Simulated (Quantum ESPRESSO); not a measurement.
# Dipole at the next field: 1T-NbSTe, 1 layer

Method. Quantum ESPRESSO 7.5, PBE, GBRV ultrasoft; sawtooth field along the normal with dipole correction, ions clamped, threshold 1e-9 Ry; cell area 10.826 Å².

```tsv
field (V/Å)	dipole (e Å a cell)
0	−0.05253
0.1	−0.01870
0.2	0.01520
```

One more run was made and is withheld. What is the dipole at −0.2 V/Å, and what electrostatic thickness 4πα/A follows from the rows?

**Fit.** The slope is (0.01520 − (−0.05253))/0.2 = 0.3386 e Å²/V, so 4πα/A = 180.95 × 0.3386/10.826 = 5.66 Å. Linear response gives p = −0.05253 + 0.3386 × (−0.2) = −0.12026 e Å; a parabola through the three rows gives −0.11998.

**The withheld run.** p = −0.12011 e Å. The line misses by 0.2 % of the induced dipole and the parabola by 0.2 %. The response is linear over this range.

Caveats: Electrons alone respond; local and semilocal functionals tend to overscreen.

[Logs are printed without paths, hosts, clocks, repeated set-up lines and the standing remarks that a program may print on its own settings, such as how far it seeks lower states.]
